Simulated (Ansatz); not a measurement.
# Te2Mo (P6_3/mmc): how G0W0 depends on its starting point, part 2 of 2

How much of the starting functional survives in the G0W0 gap of Te2Mo (P6_3/mmc)?

Ansatz 0.2.0; G0W0 on several functionals, plane waves, PAW. Known limits of the many-body steps: not at the basis limit; no spin-orbit coupling; coarse k mesh.

So far. Step 2 (G0W0 on PBE): The gap on the mesh goes from 0.83 eV to 1.02 eV, a correction of +0.19 eV. Between the two edge states, bare exchange in place of the xc potential would open the gap by 4.04 eV, and correlation takes back 3.85 eV.

In doubt: masses and optical values from hybrid runs of this build are listed as unsure (steps 3, 4), which bears on the screening that GW takes from such a start.

## 3. G0W0 on HSE06

One-shot GW remembers its start. Another functional's orbitals and levels show by how much.

This step: G0W0 on HSE06, plane waves, PAW.

Contents of input.yaml:

```yaml
crystal:
  lattice:
    - [3.5182, 0.0, 0.0]
    - [-1.7591, 3.0468505756, 0.0]
    - [0.0, 0.0, 13.9736]
  atoms:
    - { symbol: Te, position: [0.3333333333, 0.6666666667, 0.621] }
    - { symbol: Te, position: [0.6666666667, 0.3333333333, 0.121] }
    - { symbol: Te, position: [0.3333333333, 0.6666666667, 0.879] }
    - { symbol: Te, position: [0.6666666667, 0.3333333333, 0.379] }
    - { symbol: Mo, position: [0.3333333333, 0.6666666667, 0.25] }
    - { symbol: Mo, position: [0.6666666667, 0.3333333333, 0.75] }
kpoints:
  mp_grid: { grid: [6, 6, 2] }
hamiltonian:
  xc: hse06
  pseudopotentials: { kind: paw, source: ansatz }
scf:
  occupations: { method: fixed }
gw:
  n_empty_bands: 890
  ecut_chi: 190.0
  qp_bands: [v2, c2]
  qp_kpoints: band_edges
  screening: { model: contour_deformation }
```

Command:

```bash
$ ansatz run input.yaml --threads 4 --pin off --max-ram 138240MiB --backend cuda --events-out ev --progress --plain --runs-dir out --devices 1 --max-vram 26GiB
```

Numbers of over 12 decimals in the logs are rounded to 6 here.

The log of the run:

```text
GPUs: using 1 of 1 available (devices: 1).
[...]
davidson cushion auto → on  (no smearing: the cushion is to keep the highest requested band from converging to the state above it; pin scf.eigensolver.cushion to override)
[...]
GPU FFT provider: cuFFT
GPU libraries: cuBLAS 13.8.2, cuFFT 12.4.0, cuSOLVER 12.3.4
Crystal: 6 atoms, lattice volume = 149.789 Å³
Basis set: ecut = 640 eV, 5559 PW (Γ)
Bands: 56, of which v1, the nominal top of the filled ones, is band 46 counted from 1 (45 counted from 0)
Symmetry: 24 space group operations
[...]
k-points: 14 of 72
[...]
GPU buffer pool allocated for 108000 grid points (all kernels)
[...]
SCF iter   1: F=—  HF=-37846.193412 eV  |F-HF|=—  |Δ(HF+E_count)|=         —  Δρ=5.54e-2  dr2=6.49e0  ethr=1.00e-1  ⟨swp⟩=4.9  Hψ=2158  notcnv=0
[...]
SCF iter   8: F=-37844.804354 eV  HF=-37844.804354 eV  |F-HF|=4.97e-8  |Δ(HF+E_count)|=   9.41e-6  Δρ=2.18e-5  dr2=2.16e-7  ethr=8.11e-8  ⟨swp⟩=3.0  Hψ=1789  notcnv=0
SCF 1 stopped early in 8 iterations: F = -37844.804354 eV  dr2 = 2.16e-7
[...]
GPU FFT provider: cuFFT
GPU libraries: cuBLAS 13.8.2, cuFFT 12.4.0, cuSOLVER 12.3.4
[...]
GPU buffer pool allocated for 108000 grid points (all kernels)
[...]
--- Band table (eV; the first three rows and the last of 14) ---
  k-point 0: bands = [... 42 lower, 11.6293, 11.6293, 12.3268, 12.7847, 16.2730, 16.2730, 16.4170, 16.4170]
  k-point 1: bands = [... 42 lower, 11.6082, 11.6082, 12.6688, 12.6688, 16.3134, 16.3134, 16.3134, 16.3134]
  k-point 2: bands = [... 42 lower, 11.3699, 11.6620, 12.2783, 12.3851, 15.1141, 15.4104, 15.4217, 15.6812]
  k-point 13: bands = [... 42 lower, 10.4772, 10.4772, 12.5780, 12.5780, 14.1957, 14.1957, 14.8996, 14.8996]
  guard bands above this table: 6 of the run's 56 bands. The solve was not asked for them (output.publish_guard_bands: true or output.eigenvalues: true publishes all)
[...]
bands read: the sum over 936 bands ends inside a degenerate multiplet in 1 slot, whose members it reads at an even weight; the widest, k=0: bands 936 to 937 (counted from 1) at 1/2 each
[...]
0    45     12.3268   -16.2912     0.9080   -15.1100  0.7880    12.0525    12.0535  root
     0    46     12.7847   -18.7340     0.1647   -18.5262  0.7500    12.7415    12.7415  root
     0    47     16.2730   -12.4558    -4.1731   -16.3996  0.7586    16.0448    16.0436  root
     0    48     16.2730   -12.4558    -4.1731   -16.3996  0.7586    16.0448    16.0436  root
     1    45     12.6688   -18.1653     0.3543   -17.7249  0.7578    12.5826    12.5827  root
     1    46     12.6688   -18.1653     0.3543   -17.7249  0.7578    12.5826    12.5827  root
     1    47     16.3134   -12.4240    -4.1930   -16.3782  0.7561    16.0760    16.0746  root
     1    48     16.3134   -12.4240    -4.1930   -16.3782  0.7561    16.0760    16.0746  root
[...]
13    45     12.5780   -17.9420     0.0841   -17.8499  0.7434    12.5700    12.5700  root
    13    46     12.5780   -17.9420     0.0841   -17.8499  0.7434    12.5700    12.5700  root
    13    47     14.1957   -15.0959    -4.0410   -19.1071  0.7347    14.1659    14.1659  root
    13    48     14.1957   -15.0959    -4.0410   -19.1071  0.7347    14.1659    14.1659  root
[key lines of the parts left out:]
Free energy (F): -37866.239718 eV
Fermi energy:    12.784652 eV
```

The job ended after 4.8 min (1 × NVIDIA H100 80GB HBM3 (shared by 3 runs) with 4 threads of AMD EPYC 7R13 (Zen 3), shared host; peak memory 5.5 GiB).

This step gave:

* bands summed: 936
* RPA ε∞ on this mesh (eigenvalues): 8.240, 14.98, 14.98
* plane waves in the screening matrix: 847
* q-points in the mesh: 72
* G0W0 gap on the mesh: 1.188 eV
* k of the valence top: 0, 0, 0
* k of the conduction bottom: 0.1667, 0.1667, 0
* starting gap on the mesh: 1.238 eV
* Z at the valence top: 0.7500
* Z at the conduction bottom: 0.7621
* least direct G0W0 gap on the computed points: 1.436 eV

Against the run with 6×6×2 mesh, 890 empty bands, screening to 190 eV, hard PAW files on PBE, the gap moves by +0.17 eV, while the start moved by +0.41 eV.

## 4. G0W0 on PBE0

This step: G0W0 on PBE0, plane waves, PAW.

Edit input.yaml of step 3 so:

```diff
@@ -15,3 +15,3 @@
 hamiltonian:
-  xc: hse06
+  xc: pbe0
   pseudopotentials: { kind: paw, source: ansatz }
```

The log of the run:

```text
GPUs: using 1 of 1 available (devices: 1).
[...]
GPU FFT provider: cuFFT
GPU libraries: cuBLAS 13.8.2, cuFFT 12.4.0, cuSOLVER 12.3.4
Crystal: 6 atoms, lattice volume = 149.789 Å³
Basis set: ecut = 640 eV, 5559 PW (Γ)
Bands: 56, of which v1, the nominal top of the filled ones, is band 46 counted from 1 (45 counted from 0)
Symmetry: 24 space group operations
[...]
k-points: 14 of 72
[...]
1    47     16.6717   -12.4119    -4.1023   -16.0134  0.7797    16.1746    16.1709  root
     1    48     16.6717   -12.4119    -4.1023   -16.0134  0.7797    16.1746    16.1709  root
[...]
13    45     12.2506   -17.9478     0.0519   -18.1587  0.7658    12.5128    12.5134  root
    13    46     12.2506   -17.9478     0.0519   -18.1587  0.7658    12.5128    12.5134  root
    13    47     14.5239   -15.0613    -3.9718   -18.7414  0.7574    14.2331    14.2322  root
    13    48     14.5239   -15.0613    -3.9718   -18.7414  0.7574    14.2331    14.2322  root
[key lines of the parts left out:]
Free energy (F): -37862.018472 eV
Fermi energy:    12.456886 eV
```

Wall time 4.7 min (1 × NVIDIA H100 80GB HBM3 (shared by 3 runs) with 4 threads); peak memory 5.5 GiB.

Numbers from this step:

```yaml
bands_summed: 936
rpa_eps_infinity_on_this_mesh_eigenvalues: 7.178, 12.43, 12.43
plane_waves_in_the_screening_matrix: 847
g0w0_gap_on_the_mesh: 1.309 eV
k_of_the_valence_top: 0, 0, 0
k_of_the_conduction_bottom: 0.1667, 0.1667, 0
starting_gap_on_the_mesh: 1.883 eV
least_direct_g0w0_gap_on_the_computed_points: 1.557 eV
```

Against the run with 6×6×2 mesh, 890 empty bands, screening to 190 eV, hard PAW files on HSE06, the gap moves by +0.12 eV, while the start moved by +0.64 eV.

## 5. The starts together

All on the 6×6×2 mesh with 890 empty bands and screening to 190 eV. Times are wall times on 1 × NVIDIA H100 80GB HBM3 (shared by 3 runs) with 4 threads of AMD EPYC 7R13 (Zen 3), shared host, good to a factor of about two.

```tsv
start	starting gap (eV)	shift (eV)	G0W0 gap (eV)	RPA ε∞ (harmonic mean)	Z (valence, conduction)	time
PBE	0.83	+0.19	1.02	15.29	0.72, 0.73	1.8 min
HSE06	1.24	−0.05	1.19	11.77	0.75, 0.76	4.8 min
PBE0	1.88	−0.57	1.31	9.99	0.77, 0.78	4.7 min
```

The parts of the quasiparticle energy at the two band edges (eV; QP = start + Σx + Σc − Vxc):

```tsv
run	edge	start	Σx	Σc	Vxc	Z	QP
PBE	valence top	13.09	-18.83	0.14	-18.52	0.72	12.93
PBE	conduction bottom	13.92	-13.10	-3.71	-16.83	0.73	13.95
HSE06	valence top	12.78	-18.73	0.16	-18.53	0.75	12.74
HSE06	conduction bottom	14.02	-12.80	-3.68	-16.38	0.76	13.93
PBE0	valence top	12.46	-18.73	0.13	-18.83	0.77	12.68
PBE0	conduction bottom	14.34	-12.74	-3.62	-16.02	0.78	13.99
```

For a hybrid start, Vxc holds its share of exact exchange.

## 6. What came out

```
G0W0@PBE     : 1.02 eV (start 0.83 eV)
G0W0@HSE06   : 1.19 eV (start 1.24 eV)
G0W0@PBE0    : 1.31 eV (start 1.88 eV)
known limits : not at the basis limit; no spin-orbit coupling; coarse k mesh
```

The starting gaps span 1.06 eV and the G0W0 gaps 0.29 eV. Between PBE and PBE0, 0.29 eV of the 1.06 eV survives, 28 %. PBE0 screens less than PBE (ε∞ 9.99 against 15.29). Of the 0.29 eV by which its G0W0 gap is higher, the correlation part gives +0.10 eV, and exchange with the one-particle terms, which follow the orbitals, +0.20 eV. On PBE0 the correction is negative: that start lies above its own G0W0 value. The smallest correction, −0.05 eV, is on HSE06, the start nearest to reproducing itself. Bands and cutoff are finite, so the gap is not at the basis limit. The miss can reach some tenths of an eV and take either sign; the mesh is an error of its own. The 6×6×2 mesh is coarse for this cell (its supercell is 21 Å along the shortest edge). The RPA ε∞ on it, from the PBE start, is 10.65 and 19.54; such meshes misread the long-range screening, most where the gap is narrow. The program warns that the mesh is coarse for exact exchange, which bears on the hybrid start's gap. The many-body steps are scalar-relativistic: spin-orbit coupling is not in them.

[Paths, hosts, dates, memory and timing lines, banners, echoed tables and standing remarks are left out of the program output.]

[Logs are printed without paths, hosts, clocks, repeated set-up lines and the standing remarks that a program may print on its own settings, such as how far it seeks lower states.]

[Runs of the session that timed out or met a known fault of the program may be left out.]

[Cells called generated may have been cut or substituted from an entry of the Crystallography Open Database or the Materials Project.]

[Hosts, paths, dates, database ids (printed as entryN), source tags and the programs' standing remarks are cut or masked in the printed files.]
